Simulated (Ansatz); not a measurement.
# InF (model cell, started as layered BN type): following an unstable mode, part 2 of 3

Which phase does InF (model cell, started as layered BN type) fall into along its unstable mode, and how much energy does it gain?

Ansatz 0.2.0; DFT PBEsol, scalar-relativistic, plane waves, PAW.

So far. Step 2 (Response at finite wavevector): Symmetry leaves 2 wavevectors to solve. The lowest mode among them, the acoustic zeros apart, lies at Γ and is imaginary, 175.8i cm⁻¹, so the energy falls along it. Step 3 (The mode frozen in, largest atomic shift 0 Å): At this level the gap is 1.81 eV on the k-mesh of the self-consistent run, which can miss the band edges.

The structure was built from a prototype and need not be the compound's stable phase.

## 4. The mode frozen in, largest atomic shift 0.6 Å

The atoms are moved along the unstable eigenvector, the largest shift by 0.6 Å, with the cell fixed.

File input.yaml:

```yaml
crystal:
  lattice:
    - [4.4585767631, 3.0711e-06, 0.0]
    - [-2.2292910412, 3.861239206, 0.0]
    - [0.0, 0.0, 5.5566930877]
  atoms:
    - { symbol: In, position: [0.3333333333, 0.6666666667, 0.2492957947] }
    - { symbol: In, position: [0.6666666667, 0.3333333333, 0.7507042053] }
    - { symbol: F, position: [0.6666666667, 0.3333333333, 0.1420221091] }
    - { symbol: F, position: [0.3333333333, 0.6666666667, 0.8579778909] }
kpoints:
  mp_grid: { grid: [10, 10, 4] }
hamiltonian:
  xc: pbesol
scf:
  occupations: { method: gaussian, width: 0.02 }
output:
  forces: true
  stress: true
  eigenvalues: true
```

On the command line:

```console
$ ansatz run input.yaml --threads 4 --pin off --max-ram 7168MiB --backend cpu --events-out ev --progress --plain --runs-dir out
```

Numbers of over 12 decimals in the logs are rounded to 6 here.

Output:

```text
[...]
Crystal: 4 atoms, lattice volume = 95.662 Å³
Basis set: ecut = 420 eV, 1873 PW (Γ), exchange–correlation on 60×60×80 points (8 copies of the dense FFT grid, shifted against one another)
Bands: 24, of which v1, the nominal top of the filled ones, is band 20 counted from 1 (19 counted from 0)
Symmetry: 12 space group operations
[...]
k-points: 50 of 400
[...]
P = ⅓ Tr σ = 1.1274 GPa (11.274 kbar)
--- Band table (eV; the first three rows and the last of 50) ---
  k-point 0: bands = [... 16 lower, 0.3159, 0.5158, 0.5158, 4.4441, 7.8999, 10.0040, 10.0040, 10.0786]
  k-point 1: bands = [... 16 lower, 0.5114, 0.5114, 1.2036, 3.9376, 8.4569, 9.6348, 9.6348, 10.3657]
  k-point 2: bands = [... 16 lower, 0.5063, 0.5063, 2.6188, 2.7301, 9.4471, 9.4471, 9.6652, 10.4720]
  k-point 49: bands = [... 16 lower, 0.4419, 0.5229, 3.8473, 4.1250, 6.6394, 7.1460, 7.7500, 8.3974]
[key lines of the parts left out:]
SCF converged after 7 iterations
Free energy (F): -12652.099951 eV
Fermi energy:    5.221539 eV
```

The job ended after 2.1 s (4 threads of Intel Xeon 6975P-C (Granite Rapids), shared host; peak memory 0.47 GiB).

Numbers from this step:

| Item | Value |
| --- | --- |
| pressure | 1.127 GPa |
| gap on the k-mesh | 1.511 eV |
| energy from the undistorted cell | -87.88 meV/atom |

The energy, extrapolated to zero smearing, is -87.88 meV/atom against the undistorted cell.

The run ends at a pressure of 1.13 GPa, with forces up to 0.70 eV/Å.

## 5. Energy along the mode, all amplitudes (two of the runs are shown above)

An imaginary frequency means negative curvature, so the energy should fall and then rise again as anharmonic terms take over.

This step gave:

```yaml
depth_at_the_lowest_point_sampled: 87.88 meV/atom
largest_atomic_shift_at_that_point: 0.6 Å
```

Energy from the parent against largest atomic shift:

| largest atomic shift (Å) | energy from the parent (meV/atom) |
| --- | --- |
| 0.000 | 0 |
| 0.040 | -0.862 |
| 0.080 | -3.42 |
| 0.140 | -10.3 |
| 0.220 | -24.3 |
| 0.320 | -47.0 |
| 0.450 | -76.4 |
| 0.600 | -87.9 |

Displacement at unit largest shift by atom:

| atom | x (Å) | y (Å) | z (Å) | size |
| --- | --- | --- | --- | --- |
| In1 | 0.00 | 0.00 | -0.01 | 0.01 |
| In2 | 0.00 | 0.00 | 0.01 | 0.01 |
| F3 | 0.00 | 0.00 | -1.00 | 1.00 |
| F4 | 0.00 | 0.00 | 1.00 | 1.00 |

The lowest of the steps tried is the last one, at 0.6 Å, 87.9 meV/atom below the parent; the bottom of the well need not coincide with a step.

## 6. Relaxing from the distorted cell

Starting from the lowest point found, all atoms and the cell are let go, so that strain and other modes of the same symmetry can join in.

input.yaml: that of step 4 with these lines changed.

```diff
@@ -15,3 +15,3 @@
 scf:
-  occupations: { method: gaussian, width: 0.02 }
+  occupations: { method: fixed }
 output:
@@ -20 +20,6 @@
   eigenvalues: true
+relax:
+  adjacent_minimum: "off"
+  f_tol: 0.002
+  max_steps: 120
+  cell: { stress_tol: 0.03 }
```

Output:

```text
[...]
Crystal: 4 atoms, lattice volume = 95.662 Å³
Basis set: ecut = 420 eV, 1873 PW (Γ), exchange–correlation on 60×60×80 points (8 copies of the dense FFT grid, shifted against one another)
Bands: 24, of which v1, the nominal top of the filled ones, is band 20 counted from 1 (19 counted from 0)
Symmetry: 12 space group operations
[...]
k-points: 50 of 400
[...]
SCF iter   1: F=—  HF=-12652.124147 eV  |F-HF|=—  |Δ(HF+E_count)|=         —  Δρ=1.19e-2  dr2=9.73e-2  ethr=1.77e-3  ⟨swp⟩=4.5  Hψ=4150  notcnv=0  defer=88
[...]
SCF iter   7: F=-12652.099951 eV  HF=-12652.099951 eV  |F-HF|=5.54e-8  |Δ(HF+E_count)|=   1.31e-6  Δρ=5.55e-6  dr2=4.47e-8  ethr=2.50e-10  ⟨swp⟩=7.7  Hψ=6272  notcnv=0
SCF 1 converged in 7 iterations: F = -12652.099951 eV  dr2 = 4.47e-8
[...]
relax step   1: F+E_penalty+E_count = -12652.09995060 eV  Δ(F+E_penalty+E_count) = +0.000e0 eV  max|allowed force component| = 7.049e-1 eV/Å  Δτ_max = 0.0000 Å  P = +1.127 GPa  Ω = 95.662 Å³  (7 SCF iters, dr2 threshold 1.00e-7 eV, accepted)
Crystal: 4 atoms, lattice volume = 94.447 Å³
Basis set: ecut = 420 eV, 1849 PW (Γ), exchange–correlation on 60×60×80 points (8 copies of the dense FFT grid, shifted against one another)
[...]
SCF iter   1: F=—  HF=-12652.657072 eV  |F-HF|=—  |Δ(HF+E_count)|=         —  Δρ=3.87e-2  dr2=1.60e0  ethr=3.10e-3  ⟨swp⟩=5.0  Hψ=4361  notcnv=0  defer=69
[...]
SCF iter   8: F=-12652.162759 eV  HF=-12652.162759 eV  |F-HF|=3.56e-7  |Δ(HF+E_count)|=   1.15e-6  Δρ=9.29e-6  dr2=1.32e-7  ethr=1.00e-9  ⟨swp⟩=8.3  Hψ=6102  notcnv=0
SCF 2 converged in 8 iterations: F = -12652.162759 eV  dr2 = 1.32e-7
relax step   2: F+E_penalty+E_count = -12652.16275903 eV  Δ(F+E_penalty+E_count) = -6.281e-2 eV  max|allowed force component| = 5.109e-1 eV/Å  Δτ_max = 0.1951 Å  P = -2.081 GPa  Ω = 94.447 Å³  energy of the carried Pulay correction = +2.332e-3 eV  (8 SCF iters, dr2 threshold 4.00e-7 eV, accepted)
Crystal: 4 atoms, lattice volume = 94.389 Å³
Basis set: ecut = 420 eV, 1825 PW (Γ), exchange–correlation on 60×60×80 points (8 copies of the dense FFT grid, shifted against one another)
iter 1 solved again at ethr=8.20e-4 eV; its pass at ethr=3.10e-3 eV (dr2=3.28e-1 eV) is discarded
[...]
SCF iter   7: F=-12652.264209 eV  HF=-12652.264209 eV  |F-HF|=3.30e-7  |Δ(HF+E_count)|=   3.85e-6  Δρ=1.03e-5  dr2=1.55e-7  ethr=1.00e-9  ⟨swp⟩=6.7  Hψ=6680  notcnv=0
SCF 3 converged in 7 iterations: F = -12652.264209 eV  dr2 = 1.55e-7
relax step   3: F+E_penalty+E_count = -12652.26420944 eV  Δ(F+E_penalty+E_count) = -1.015e-1 eV  max|allowed force component| = 2.077e-1 eV/Å  Δτ_max = 0.1138 Å  P = -0.485 GPa  Ω = 94.389 Å³  energy of the carried Pulay correction = +2.445e-3 eV  (7 SCF iters, dr2 threshold 4.00e-7 eV, accepted)
[... from here on, the SCF cycles and remarks between the steps are left out ...]
relax step   4: F+E_penalty+E_count = -12652.32924718 eV  Δ(F+E_penalty+E_count) = -6.504e-2 eV  max|allowed force component| = 1.165e-2 eV/Å  Δτ_max = 0.0083 Å  P = -0.976 GPa  Ω = 92.200 Å³  energy of the carried Pulay correction = +6.725e-3 eV  (7 SCF iters, dr2 threshold 4.00e-7 eV, accepted)
relax step   5: F+E_penalty+E_count = -12652.36922458 eV  Δ(F+E_penalty+E_count) = -3.998e-2 eV  max|allowed force component| = 1.160e-1 eV/Å  Δτ_max = 0.0260 Å  P = +0.501 GPa  Ω = 85.217 Å³  energy of the carried Pulay correction = +2.108e-2 eV  (7 SCF iters, dr2 threshold 4.00e-7 eV, accepted)
relax step   6: F+E_penalty+E_count = -12652.36971099 eV  Δ(F+E_penalty+E_count) = -4.864e-4 eV  max|allowed force component| = 5.510e-2 eV/Å  Δτ_max = 0.0170 Å  P = -0.144 GPa  Ω = 85.773 Å³  energy of the carried Pulay correction = +1.989e-2 eV  (6 SCF iters, dr2 threshold 4.00e-7 eV, accepted)
relax step   7: F+E_penalty+E_count = -12652.37016141 eV  Δ(F+E_penalty+E_count) = -4.504e-4 eV  max|allowed force component| = 1.436e-3 eV/Å  Δτ_max = 0.0077 Å  P = -0.003 GPa  Ω = 85.895 Å³  energy of the carried Pulay correction = +1.964e-2 eV  (6 SCF iters, dr2 threshold 1.90e-7 eV, accepted)
relax step   8: F+E_penalty+E_count = -12652.38099407 eV  Δ(F+E_penalty+E_count) = -1.083e-2 eV  max|allowed force component| = 5.124e-3 eV/Å  Δτ_max = 0.0000 Å  P = +0.072 GPa  Ω = 85.895 Å³  stress off target by 6.89e-1 GPa  SCF on the basis re-selected at this cell (its energy is not comparable with the rows above)  (8 SCF iters)
relax step   9: F+E_penalty+E_count = -12652.38689089 eV  Δ(F+E_penalty+E_count) = -5.897e-3 eV  max|allowed force component| = 3.032e-2 eV/Å  Δτ_max = 0.0177 Å  P = +0.254 GPa  Ω = 85.531 Å³  energy of the carried Pulay correction = +6.674e-4 eV  (6 SCF iters, dr2 threshold 4.00e-7 eV, accepted)
relax step  10: F+E_penalty+E_count = -12652.38604448 eV  Δ(F+E_penalty+E_count) = +8.464e-4 eV  max|allowed force component| = 5.809e-3 eV/Å  Δτ_max = 0.0035 Å  P = -0.023 GPa  Ω = 86.207 Å³  energy of the carried Pulay correction = -6.923e-4 eV  (6 SCF iters, dr2 threshold 3.37e-7 eV, accepted)
relax step  11: F+E_penalty+E_count = -12652.38605622 eV  Δ(F+E_penalty+E_count) = -1.174e-5 eV  max|allowed force component| = 6.915e-4 eV/Å  Δτ_max = 0.0006 Å  P = +0.000 GPa  Ω = 86.205 Å³  energy of the carried Pulay correction = -6.874e-4 eV  (5 SCF iters, dr2 threshold 5.17e-9 eV, accepted)
relax step  12: F+E_penalty+E_count = -12652.38775316 eV  Δ(F+E_penalty+E_count) = -1.697e-3 eV  max|allowed force component| = 4.487e-4 eV/Å  Δτ_max = 0.0000 Å  P = +0.029 GPa  Ω = 86.205 Å³  stress off target by 1.44e-1 GPa  SCF on the basis re-selected at this cell (its energy is not comparable with the rows above)  (7 SCF iters)
relax step  13: F+E_penalty+E_count = -12652.38779302 eV  Δ(F+E_penalty+E_count) = -3.986e-5 eV  max|allowed force component| = 1.873e-3 eV/Å  Δτ_max = 0.0033 Å  P = +0.020 GPa  Ω = 86.291 Å³  energy of the carried Pulay correction = -1.771e-4 eV  (6 SCF iters, dr2 threshold 5.16e-8 eV, accepted)
relax step  14: F+E_penalty+E_count = -12652.38800994 eV  Δ(F+E_penalty+E_count) = -2.169e-4 eV  max|allowed force component| = 1.964e-3 eV/Å  Δτ_max = 0.0000 Å  P = +0.021 GPa  Ω = 86.291 Å³  stress off target by 4.61e-2 GPa  SCF on the basis re-selected at this cell (its energy is not comparable with the rows above)  (6 SCF iters)
relax step  15: F+E_penalty+E_count = -12652.38780211 eV  Δ(F+E_penalty+E_count) = +2.078e-4 eV  max|allowed force component| = 2.095e-3 eV/Å  Δτ_max = 0.0015 Å  P = -0.003 GPa  Ω = 86.405 Å³  energy of the carried Pulay correction = -2.303e-4 eV  (6 SCF iters, dr2 threshold 5.31e-9 eV, accepted)
relax step  16: F+E_penalty+E_count = -12652.38774310 eV  Δ(F+E_penalty+E_count) = +5.901e-5 eV  max|allowed force component| = 6.733e-4 eV/Å  Δτ_max = 0.0007 Å  P = +0.001 GPa  Ω = 86.435 Å³  energy of the carried Pulay correction = -2.904e-4 eV  (6 SCF iters, dr2 threshold 2.74e-10 eV, accepted)
[...]
SCF iter   5: F=-12652.387985 eV  HF=-12652.387985 eV  |F-HF|=9.09e-12  |Δ(HF+E_count)|=  1.46e-11  Δρ=9.29e-8  dr2=5.11e-12  ethr=1.00e-12  ⟨swp⟩=7.6  Hψ=6308  notcnv=0
SCF 17 converged in 5 iterations: F = -12652.387985 eV  dr2 = 5.11e-12
relax step  17: F+E_penalty+E_count = -12652.38798461 eV  Δ(F+E_penalty+E_count) = -2.415e-4 eV  max|allowed force component| = 7.139e-4 eV/Å  Δτ_max = 0.0000 Å  P = +0.002 GPa  Ω = 86.435 Å³  stress off target by 6.23e-3 GPa  SCF on the basis re-selected at this cell (its energy is not comparable with the rows above)  (5 SCF iters)
[...]
SCF converged after 5 iterations
Free energy (F): -12652.387985 eV
[...]
Internal energy: -12652.387985 eV  (E = F + TS)
E sigma→0 (E₀):  -12652.387985 eV
Fermi energy:    5.496674 eV
[...]
--- Forces (eV/Å), atoms counted from 1 ---
  atom   1  In     0.00000000     0.00000000     0.00032116
  atom   2  In    -0.00000000    -0.00000000    -0.00032116
  atom   3  F      0.00000000     0.00000000    -0.00071386
  atom   4  F     -0.00000000    -0.00000000     0.00071386
  max |Σ_I F_I| component: 9.25e-18 eV/Å
--- Stress (GPa, compression-positive) ---
       -0.000247       0.000000      -0.000000
        0.000000      -0.000247      -0.000000
       -0.000000      -0.000000       0.006230
  P = ⅓ Tr σ = 0.0019 GPa (0.019 kbar)
--- Band table (eV; the first three rows and the last of 50) ---
  k-point 0: bands = [... 16 lower, 1.1811, 1.5788, 1.5788, 5.2905, 7.9224, 12.3891, 12.3891, 12.4065]
  k-point 1: bands = [... 16 lower, 1.5764, 1.5764, 1.6346, 4.4299, 8.7034, 11.9893, 11.9893, 12.7963]
  k-point 2: bands = [... 16 lower, 1.5740, 1.5740, 2.9165, 2.9709, 9.5857, 11.7267, 11.8199, 11.8199]
  k-point 49: bands = [... 16 lower, 1.4469, 1.4895, 4.6203, 5.0750, 7.3164, 8.3531, 9.0657, 9.5198]
--- Relaxed structure (13 steps of the walk, 13 accepted, 4 SCFs on fresh bases) ---
  F+E_penalty+E_count = -12652.38798461 eV   max|allowed force component| = 7.139e-4 eV/Å   (the final SCF, on the basis selected at the relaxed cell)
  cell:  # Å, volume = 86.4346 Å³
    - [3.995911, 2.752412034546053e-6, 3.4844734455346804e-18]
    - [-1.997958, 3.460559, -6.968946891069389e-18]
    - [4.342680105757065e-18, -7.521730619127354e-18, 6.250656]
  atoms:
    - { symbol: In, position: [0.333333, 0.666667, 0.261494] }
    - { symbol: In, position: [0.666667, 0.333333, 0.738506] }
    - { symbol: F, position: [0.666667, 0.333333, 0.113591] }
    - { symbol: F, position: [0.333333, 0.666667, 0.886409] }
```

Run time: 37 s. Hardware: 4 threads; peak memory 0.5 GiB; 2 min of CPU time.

Relaxation path:

| step | energy less that of the first step (eV) | largest force component (eV/Å) | pressure (GPa) | volume (Å³) |
| --- | --- | --- | --- | --- |
| 1 | 0.0000 | 0.7049 | 1.13 | 95.66 |
| 2 | -0.0628 | 0.5109 | -2.08 | 94.45 |
| 3 | -0.1643 | 0.2077 | -0.49 | 94.39 |
| 4 | -0.2293 | 0.0117 | -0.98 | 92.20 |
| 5 | -0.2693 | 0.1160 | 0.50 | 85.22 |
| 6 | -0.2698 | 0.0551 | -0.14 | 85.77 |
| 7 | -0.2702 | 0.0014 | 0.00 | 85.89 |
| 8* | -0.2810 | 0.0051 | 0.07 | 85.89 |
| 9 | -0.2869 | 0.0303 | 0.25 | 85.53 |
| 10 | -0.2861 | 0.0058 | -0.02 | 86.21 |
| 11 | -0.2861 | 0.0007 | 0.00 | 86.20 |
| 12* | -0.2878 | 0.0004 | 0.03 | 86.20 |
| 13 | -0.2878 | 0.0019 | 0.02 | 86.29 |
| 14* | -0.2881 | 0.0020 | 0.02 | 86.29 |
| 15 | -0.2879 | 0.0021 | 0.00 | 86.41 |
| 16 | -0.2878 | 0.0007 | 0.00 | 86.43 |
| 17* | -0.2880 | 0.0007 | 0.00 | 86.43 |

Relaxation steps marked * repeat the geometry before them on a plane-wave basis chosen anew for their cell, so energy and pressure can jump there.

The run keeps the 12 symmetry operations that it works with, so distortions that break them were not tested.

| cell as run | before | after | change |
| --- | --- | --- | --- |
| a (Å) | 4.459 | 3.996 | -10.4 % |
| b (Å) | 4.459 | 3.996 | -10.4 % |
| c (Å) | 5.557 | 6.251 | +12.5 % |
| volume (Å³/atom) | 23.92 | 21.61 | -9.6 % |

The atoms that moved most (Å, as changes of fractional coordinates times the final cell):

| atom | dx | dy | dz | length |
| --- | --- | --- | --- | --- |
| F4 | 0.000 | 0.000 | 0.178 | 0.178 |
| F3 | 0.000 | 0.000 | -0.178 | 0.178 |
| In2 | 0.000 | 0.000 | -0.076 | 0.076 |
| In1 | 0.000 | 0.000 | 0.076 | 0.076 |

Final coordinates:

```cif
data_structure
_symmetry_space_group_name_H-M 'P 1'
_symmetry_Int_Tables_number 1
_cell_length_a 3.9959
_cell_length_b 3.9959
_cell_length_c 6.2507
_cell_angle_alpha 90.000
_cell_angle_beta 90.000
_cell_angle_gamma 120.000
_cell_volume 86.43
loop_
_atom_site_label
_atom_site_type_symbol
_atom_site_fract_x
_atom_site_fract_y
_atom_site_fract_z
_atom_site_occupancy
In1 In 0.33333 0.66667 0.26149 1
In2 In 0.66667 0.33333 0.73851 1
F3 F 0.66667 0.33333 0.11359 1
F4 F 0.33333 0.66667 0.88641 1
```

Numbers from this step:

```yaml
pressure: 0.001912 GPa
gap_on_the_k_mesh: 1.306 eV
volume_per_atom: 21.61 Å³
```

The distorted start has space group P-3m1; the relaxation ends in P-3m1.

(Continued in part 3 of 3.)

[Logs are printed without paths, hosts, clocks, repeated set-up lines and the standing remarks that a program may print on its own settings, such as how far it seeks lower states.]

[Hosts, paths, dates, database ids (printed as entryN), source tags and the programs' standing remarks are cut or masked in the printed files.]
